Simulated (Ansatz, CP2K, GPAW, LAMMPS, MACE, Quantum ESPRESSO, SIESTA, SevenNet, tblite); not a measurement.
# Running liquid Ge at 2600 K (66 atoms) with CP2K

Aim: run liquid Ge at 2600 K (66 atoms) in CP2K and see how near its forces come to a plane-wave reference, and at what cost.

Program: CP2K 2026.2. Level of theory: the method is named at each step. Results are calculated unless marked as measured.

## Step 1: Set-up

The cell holds 66 atoms: 66 Ge. Cell: a = 11.473 Å, b = 11.473 Å, c = 11.473 Å, α = 90.0°, β = 90.0°, γ = 90.0°. 66 atoms (66 Ge) placed at random at 5.27 g/cm³, melted at 3500 K for 10 ps at fixed volume with the Tersoff potential (Tersoff, Phys. Rev. B 39, 5566 (1989)). Snapshot at the end of a hold of 5 ps at 2600 K and fixed volume.

The yardstick, on the same geometry:

* method: Kohn-Sham DFT, PBE, SSSP efficiency 1.3.0 pseudopotentials, plane waves (Quantum ESPRESSO 7.5); sssp-pbe-1.3.0-efficiency, cutoffs 45/360 Ry, Γ point
* r.m.s. force component: 0.8985 eV/Å
* longest force: 3.647 eV/Å
* pressure: 4.464 GPa
* time: 4.2 min on 4 MPI ranks of Arm Neoverse V1, shared host
* CPU time: 17 min

## Step 2: PBE, DZVP-UZH, 350/50 Ry, diagonalisation

Method: Kohn-Sham DFT, PBE, GTH-PBE pseudopotentials, Gaussian and plane waves, DZVP-MOLOPT (UZH set), diagonalisation.

Input file input.inp:

```
&GLOBAL
  PROJECT cell
  RUN_TYPE ENERGY_FORCE
  PRINT_LEVEL LOW
&END GLOBAL
&FORCE_EVAL
  METHOD QS
  STRESS_TENSOR ANALYTICAL
  &DFT
    BASIS_SET_FILE_NAME BASIS_MOLOPT_UZH
    POTENTIAL_FILE_NAME POTENTIAL_UZH
    &MGRID
      CUTOFF 350
      REL_CUTOFF 50
    &END MGRID
    &QS
      EPS_DEFAULT 1.0E-12
    &END QS
    &SCF
      SCF_GUESS ATOMIC
      EPS_SCF 5.0E-06
      MAX_SCF 200
      ADDED_MOS 29
      &DIAGONALIZATION
        ALGORITHM STANDARD
      &END DIAGONALIZATION
      &SMEAR ON
        METHOD FERMI_DIRAC
        ELECTRONIC_TEMPERATURE [K] 580
      &END SMEAR
      &MIXING
        METHOD BROYDEN_MIXING
        ALPHA 0.15
        NBROYDEN 12
      &END MIXING
      &PRINT
        &RESTART OFF
        &END RESTART
      &END PRINT
    &END SCF
    &XC
      &XC_FUNCTIONAL PBE
      &END XC_FUNCTIONAL
    &END XC
    &PRINT
      &MULLIKEN ON
      &END MULLIKEN
      &HIRSHFELD ON
        SHAPE_FUNCTION DENSITY
      &END HIRSHFELD
      &MO ON
        EIGENVALUES T
        OCCUPATION_NUMBERS T
        MO_INDEX_RANGE 121 144
        &EACH
          QS_SCF 0
        &END EACH
        ADD_LAST NUMERIC
      &END MO
    &END PRINT
  &END DFT
  &SUBSYS
    &CELL
      A 11.47290 0.00000 0.00000
      B 0.00000 11.47290 0.00000
      C 0.00000 0.00000 11.47290
    &END CELL
    &TOPOLOGY
      COORD_FILE_NAME structure.xyz
      COORD_FILE_FORMAT XYZ
    &END TOPOLOGY
    &KIND Ge
      BASIS_SET DZVP-MOLOPT-PBE-GTH-q4
      POTENTIAL GTH-PBE-q4
    &END KIND
  &END SUBSYS
  &PRINT
    &FORCES ON
    &END FORCES
    &STRESS_TENSOR ON
    &END STRESS_TENSOR
  &END PRINT
&END FORCE_EVAL
```

Input file structure.xyz:

```xyz
66

Ge 0.44297 8.53354 11.40624
Ge 3.05420 0.62952 5.06207
Ge 1.34841 6.84680 1.32994
Ge 7.21014 7.37111 5.58420
Ge 0.16842 4.64939 1.50708
Ge 8.57003 2.10826 0.97829
Ge 5.98885 5.29210 1.07593
Ge 3.57909 4.12038 4.01356
Ge 5.18655 6.50640 7.59655
Ge 1.17781 3.60272 4.78844
Ge 1.73218 5.69549 6.11838
Ge 5.20548 9.80726 7.47689
Ge 6.58051 9.73980 5.35693
Ge 4.53443 2.08290 3.18098
Ge 10.07022 11.26077 4.04856
Ge 0.38755 10.71248 1.41472
Ge 6.33694 1.76797 7.52129
Ge 4.13403 7.98743 3.94243
Ge 10.36978 7.64875 10.01951
Ge 5.83420 11.20914 9.45023
Ge 7.12708 5.32756 8.12924
Ge 3.96687 2.06352 7.15725
Ge 4.21996 4.30762 8.77298
Ge 6.92390 4.51780 4.56966
Ge 1.90255 9.09686 9.67636
Ge 4.33010 8.16813 9.33779
Ge 9.74669 3.04514 8.51094
Ge 6.90531 7.66711 1.28680
Ge 6.30551 3.90801 10.57560
Ge 7.75924 0.49574 5.65167
Ge 9.83319 9.58297 2.33634
Ge 1.10404 8.90951 7.37845
Ge 9.33860 11.06240 7.64015
Ge 1.97609 3.80292 9.71479
Ge 3.61178 6.05586 1.99032
Ge 8.48949 9.05453 9.04592
Ge 10.52822 3.96894 3.61385
Ge 9.18165 7.05962 1.70028
Ge 1.93433 1.56215 8.67214
Ge 1.69133 8.44991 3.50325
Ge 3.61305 1.95028 0.50148
Ge 9.61773 5.78991 11.41129
Ge 0.04991 4.46456 7.94556
Ge 3.10732 0.16659 10.11933
Ge 7.98216 3.87382 6.76740
Ge 10.79107 0.97015 9.18383
Ge 1.27177 2.81751 0.31000
Ge 3.82105 10.95628 1.59863
Ge 6.73425 2.09139 3.89987
Ge 11.40360 7.02428 4.73418
Ge 8.69852 3.75887 10.40741
Ge 5.86896 9.63506 2.69877
Ge 5.95042 1.59657 11.39511
Ge 11.14627 7.06822 7.66722
Ge 6.46578 9.02917 10.50103
Ge 10.77236 1.23058 0.28992
[... 6 atom lines left out ...]
Ge 8.84893 7.04987 7.37535
Ge 7.99845 10.97383 1.65738
Ge 9.19771 2.05950 3.46837
Ge 1.97862 10.98565 3.13692
```

Launch:

```
> OMP_NUM_THREADS=2 cp2k.psmp -i input.inp > output.txt
```

Numbers of over 12 decimals in the logs are rounded to 6 here.

Log:

```text
CP2K| version string:                                       CP2K version 2026.2
 CP2K| Input file name                                                 input.inp
 GLOBAL| Basis set file name                                    BASIS_MOLOPT_UZH
 GLOBAL| Potential file name                                       POTENTIAL_UZH
 GLOBAL| Run type                                                   ENERGY_FORCE
 GLOBAL| Total number of message passing processes                             1
 GLOBAL| Number of threads for this process                                    2
 TOTAL NUMBERS AND MAXIMUM NUMBERS
  Total number of            - Atomic kinds:                                   1
                             - Atoms:                                         66
                             - Shell sets:                                    66
                             - Shells:                                       330
                             - Primitive Cartesian functions:                264
                             - Cartesian basis functions:                    924
                             - Spherical basis functions:                    858
  Maximum angular momentum of the orbital basis functions:                     2
 SCF PARAMETERS         Density guess:                                    ATOMIC
                        max_scf:                                             200
                        eps_scf:                                        5.00E-06
                        added MOs                                        29    0
                        Mixing method:                            BROYDEN_MIXING
                                                charge density mixing in g-space
                        Smear method:                                FERMI_DIRAC
                        Electronic temperature [K]:                        580.0
                        Electronic temperature [a.u.]:                  1.84E-03
                        Accuracy threshold:                             1.00E-10
 Extrapolation method: initial_guess
 Number of electrons:                                                        264
 Number of occupied orbitals:                                                132
 Number of molecular orbitals:                                               161
 Number of orbital functions:                                                858
 Number of independent orbital functions:                                    858
 SCF WAVEFUNCTION OPTIMIZATION
  Step     Update method      Time    Convergence         Total energy    Change
     1 NoMix/Diag. 0.15E+00    3.2     0.36052443      -263.2057981250 -2.63E+02
     2 Broy./Diag. 0.15E+00    4.2     0.03460710      -257.7833573695  5.42E+00
     3 Broy./Diag. 0.15E+00    4.3     0.09716731      -257.6980359750  8.53E-02
     4 Broy./Diag. 0.15E+00    4.2     0.02860591      -258.1978822786 -5.00E-01
[...]
15 Broy./Diag. 0.15E+00    4.8     0.00001097      -258.1609133200 -3.99E-04
    16 Broy./Diag. 0.15E+00    4.8     0.00000362      -258.1610412016 -1.28E-04
  *** SCF run converged in    16 steps ***
  Electronic density on regular grids:       -263.9999999999        0.0000000001
  Core density on regular grids:              263.9999999990       -0.0000000010
  Total charge density on r-space grids:       -0.0000000009
  Total charge density g-space grids:          -0.0000000009
  Overlap energy of the core charge distribution:               1.21019e-06
  Self energy of the core charge distribution:               -551.199620
  Core Hamiltonian energy:                                    129.952274
  Hartree energy:                                             239.600024
  Exchange-correlation energy:                                -76.504661
  Electronic entropic energy:                                  -0.00905864
  Fermi energy:                                                 0.156800
  Total energy:                                              -258.161041
  Total energy (extrapolated to T->0):                       -258.156512
 MO| EIGENVALUES AND OCCUPATION NUMBERS
 MO|
 MO|  Index      Eigenvalue [a.u.]        Eigenvalue [eV]             Occupation
 MO|    121               0.129962               3.536447               1.999999
 MO|    122               0.132976               3.618450               1.999995
 MO|    123               0.135489               3.686844               1.999982
[...]
MO|    143               0.184485               5.020105               0.000001
 MO|    144               0.188137               5.119464               0.000000
 MO| Sum:                                                             264.000000
 MO| E(Fermi):            0.156800 a.u.          4.266741 eV
 !-----------------------------------------------------------------------------!
                     Mulliken Population Analysis
 #  Atom  Element  Kind  Atomic population                           Net charge
       1     Ge       1          4.001751                             -0.001751
       2     Ge       1          3.995592                              0.004408
       3     Ge       1          3.937250                              0.062750
[...]
65     Ge       1          4.059775                             -0.059775
      66     Ge       1          3.938383                              0.061617
 # Total charge                            264.000000                  0.000000
 !-----------------------------------------------------------------------------!
 !-----------------------------------------------------------------------------!
                           Hirshfeld Charges
  #Atom  Element  Kind  Ref Charge     Population                    Net charge
      1       Ge     1       4.000          4.014                        -0.014
      2       Ge     1       4.000          3.991                         0.009
      3       Ge     1       4.000          4.021                        -0.021
[...]
65       Ge     1       4.000          4.027                        -0.027
     66       Ge     1       4.000          4.032                        -0.032
  Total Charge                                                           -0.000
 !-----------------------------------------------------------------------------!
 ENERGY| Total FORCE_EVAL ( QS ) energy [hartree]           -258.161063
 FORCES| Atomic forces [hartree/bohr]
 FORCES|   Atom     x               y               z               |f|
 FORCES|      1  1.58620827E-02  2.58520128E-02  3.67307126E-02   4.76348347E-02
 FORCES|      2  1.12088800E-02  1.44294987E-03  5.89470930E-03   1.27463207E-02
 FORCES|      3  1.08277796E-02 -6.27841496E-03  2.55262041E-02   2.84296747E-02
[...]
FORCES|     65 -1.80926424E-02 -1.43546948E-02 -3.58604738E-02   4.26541271E-02
 FORCES|     66 -6.72439849E-03 -6.98136323E-03  1.06292588E-02   1.43853436E-02
 FORCES| Sum    -2.81953733E-08  1.60579201E-07 -6.33995879E-09
 FORCES| Total atomic force                                       1.63158983E-07
 STRESS| Analytical stress tensor [bar]
 STRESS|                        x                   y                   z
 STRESS|      x        6.15738555926E+04  -1.69879269697E+03   3.25948185109E+03
 STRESS|      y       -1.69879269697E+03   4.16569183856E+04   1.15249358671E+04
 STRESS|      z        3.25948185109E+03   1.15249358671E+04   5.81366868855E+04
 STRESS| 1/3 Trace                                             5.37891536212E+04
```

Wall time 86 s (2 threads of Arm Neoverse V1, shared host); peak memory 2.2 GiB; 2.6 min of CPU time.

Banners, paths, timers and routine set-up lines are dropped from the logs unmarked, and long logs keep their key lines alone; longer cuts are marked.

Against the reference:

```yaml
r_m_s_force_component: 0.8937 eV/Å
r_m_s_difference_of_force_components: 38.02 meV/Å
longest_difference_of_force_vectors: 130.6 meV/Å
force_difference_over_r_m_s_force: 4.231 %
slope_of_forces_against_the_reference_s: 0.9938
correlation_of_force_components: 0.9991
pressure: 5.379 GPa
pressure_difference: 0.9149 GPa
```

A closer look about Ge9, picked at random: 9 atoms, nearest first, numbered in the order of the input, with positions taken from that point.

| atom | x | y | z | distance (Å) | bonds | Hirshfeld charge (e) | Fx | Fy | Fz (eV/Å) |
| --- | --- | --- | --- | --- | --- | --- | --- | --- | --- |
| Ge9 | 0.00 | 0.00 | 0.00 | 0.00 | 5 | 0.00 | -1.51 | 0.35 | 0.17 |
| Ge21 | 1.94 | -1.18 | 0.53 | 2.33 | 4 | -0.01 | 0.51 | 1.76 | 3.13 |
| Ge59 | -0.08 | -0.48 | -2.44 | 2.49 | 5 | -0.01 | -1.11 | 0.21 | 0.02 |
| Ge26 | -0.86 | 1.66 | 1.74 | 2.55 | 4 | 0.03 | 0.08 | -0.09 | -0.26 |
| Ge23 | -0.97 | -2.20 | 1.18 | 2.67 | 4 | 0.04 | 0.46 | -0.59 | -0.04 |
| Ge4 | 2.02 | 0.86 | -2.01 | 2.98 | 5 | 0.01 | 0.69 | 0.86 | -0.19 |
| Ge12 | 0.02 | 3.30 | -0.12 | 3.30 | 4 | -0.01 | -0.35 | -0.32 | -0.24 |
| Ge63 | 3.66 | 0.54 | -0.22 | 3.71 | 4 | -0.01 | -1.57 | 0.69 | 0.43 |
| Ge11 | -3.45 | -0.81 | -1.48 | 3.84 | 4 | 0.00 | -0.06 | -0.12 | 0.37 |

Forces lie 4.2 % from the reference's, at 0.15 times its CPU time (on 2 against 4 cores).

## Step 3: PBE, TZVP-UZH, 350/50 Ry, diagonalisation

Method: Kohn-Sham DFT, PBE, GTH-PBE pseudopotentials, Gaussian and plane waves, TZVP-MOLOPT (UZH set), diagonalisation.

input.inp: that of step 2 with these lines changed.

```diff
@@ -67,8 +67,32 @@
     &END CELL
-    &TOPOLOGY
-      COORD_FILE_NAME structure.xyz
-      COORD_FILE_FORMAT XYZ
-    &END TOPOLOGY
+    &COORD
+      SCALED
+      Ge 0.03861 0.74380 0.99419
+      Ge 0.26621 0.05487 0.44122
+      Ge 0.11753 0.59678 0.11592
+      Ge 0.62845 0.64248 0.48673
+      Ge 0.01468 0.40525 0.13136
+      Ge 0.74698 0.18376 0.08527
+      Ge 0.52200 0.46127 0.09378
+      Ge 0.31196 0.35914 0.34983
+      Ge 0.45207 0.56711 0.66213
+      Ge 0.10266 0.31402 0.41737
+      Ge 0.15098 0.49643 0.53329
+      Ge 0.45372 0.85482 0.65170
+      Ge 0.57357 0.84894 0.46692
+      Ge 0.39523 0.18155 0.27726
+      Ge 0.87774 0.98151 0.35288
+      Ge 0.03378 0.93372 0.12331
+      Ge 0.55234 0.15410 0.65557
+      Ge 0.36033 0.69620 0.34363
+      Ge 0.90385 0.66668 0.87332
+      Ge 0.50852 0.97701 0.82370
+[... 42 atom lines left out ...]
+      Ge 0.77129 0.61448 0.64285
+      Ge 0.69716 0.95650 0.14446
+      Ge 0.80169 0.17951 0.30231
+      Ge 0.17246 0.95753 0.27342
+    &END COORD
     &KIND Ge
-      BASIS_SET DZVP-MOLOPT-PBE-GTH-q4
+      BASIS_SET TZVP-MOLOPT-PBE-GTH-q4
       POTENTIAL GTH-PBE-q4
```

Launch:

```
> OMP_NUM_THREADS=1 mpirun -np 4 cp2k.psmp -i input.inp > output.txt
```

Log:

```text
CP2K| version string:                                       CP2K version 2026.2
 CP2K| Input file name                                                 input.inp
 GLOBAL| Basis set file name                                    BASIS_MOLOPT_UZH
 GLOBAL| Potential file name                                       POTENTIAL_UZH
 GLOBAL| Run type                                                   ENERGY_FORCE
 GLOBAL| Total number of message passing processes                             4
 GLOBAL| Number of threads for this process                                    1
 TOTAL NUMBERS AND MAXIMUM NUMBERS
  Total number of            - Atomic kinds:                                   1
                             - Atoms:                                         66
[... lines left out ...]
                        Smear method:                                FERMI_DIRAC
[... lines left out ...]
 Number of electrons:                                                        264
[... lines left out ...]
  Step     Update method      Time    Convergence         Total energy    Change
[... lines left out ...]
  *** SCF run converged in    16 steps ***
[... lines left out ...]
  Fermi energy:                                                 0.155598
  Total energy:                                              -258.277296
  Total energy (extrapolated to T->0):                       -258.272794
[... lines left out ...]
 MO| E(Fermi):            0.155598 a.u.          4.234030 eV
[... lines left out ...]
 !-----------------------------------------------------------------------------!
 !-----------------------------------------------------------------------------!
                           Hirshfeld Charges
  #Atom  Element  Kind  Ref Charge     Population                    Net charge
      1       Ge     1       4.000          4.016                        -0.016
      2       Ge     1       4.000          3.991                         0.009
      3       Ge     1       4.000          4.021                        -0.021
[...]
65       Ge     1       4.000          4.029                        -0.029
     66       Ge     1       4.000          4.033                        -0.033
  Total Charge                                                           -0.000
 !-----------------------------------------------------------------------------!
 ENERGY| Total FORCE_EVAL ( QS ) energy [hartree]           -258.277275
 FORCES| Atomic forces [hartree/bohr]
 FORCES|   Atom     x               y               z               |f|
 FORCES|      1  1.52942166E-02  2.59557818E-02  3.73251396E-02   4.79664645E-02
 FORCES|      2  1.14635105E-02  1.44399092E-03  6.00721776E-03   1.30224363E-02
 FORCES|      3  1.01722506E-02 -6.11158793E-03  2.56546551E-02   2.82663672E-02
[...]
FORCES|     65 -1.83908239E-02 -1.47132004E-02 -3.66548743E-02   4.35692607E-02
 FORCES|     66 -6.97277804E-03 -6.69720689E-03  1.14758505E-02   1.50055776E-02
 FORCES| Sum    -7.65342720E-08  1.37533555E-07  3.08128544E-08
 FORCES| Total atomic force                                       1.60382062E-07
 STRESS| Analytical stress tensor [bar]
 STRESS|                        x                   y                   z
 STRESS|      x        5.96176694923E+04  -1.68001500276E+03   3.41466406737E+03
 STRESS|      y       -1.68001500276E+03   3.94243325945E+04   1.15183586416E+04
 STRESS|      z        3.41466406737E+03   1.15183586416E+04   5.57484442530E+04
 STRESS| 1/3 Trace                                             5.15968154466E+04
```

Wall time 45 s (4 MPI ranks); peak memory 3.9 GiB.

Compared with the plane-wave run:

| Item | Value |
| --- | --- |
| r.m.s. force component | 0.8998 eV/Å |
| r.m.s. difference of force components | 34.24 meV/Å |
| longest difference of force vectors | 126 meV/Å |
| force difference over r.m.s. force | 3.811 % |
| slope of forces against the reference's | 1.001 |
| correlation of force components | 0.9993 |
| pressure | 5.16 GPa |
| pressure difference | 0.6957 GPa |

Against the first run (4.2 %), the force difference from the reference is 3.8 %, at 1.1 times the CPU time (on 4 against 2 cores), with 1122 basis functions against 858.

[end of part 1 of 3]

[Also dropped from logs without a mark: logging warnings of Python, and SIESTA's first energy breakdown and zero terms.]

[Logs are printed without paths, hosts, clocks, repeated set-up lines and the standing remarks that a program may print on its own settings, such as how far it seeks lower states.]

[Hosts, paths, dates, database ids (printed as entryN), source tags and the programs' standing remarks are cut or masked in the printed files.]
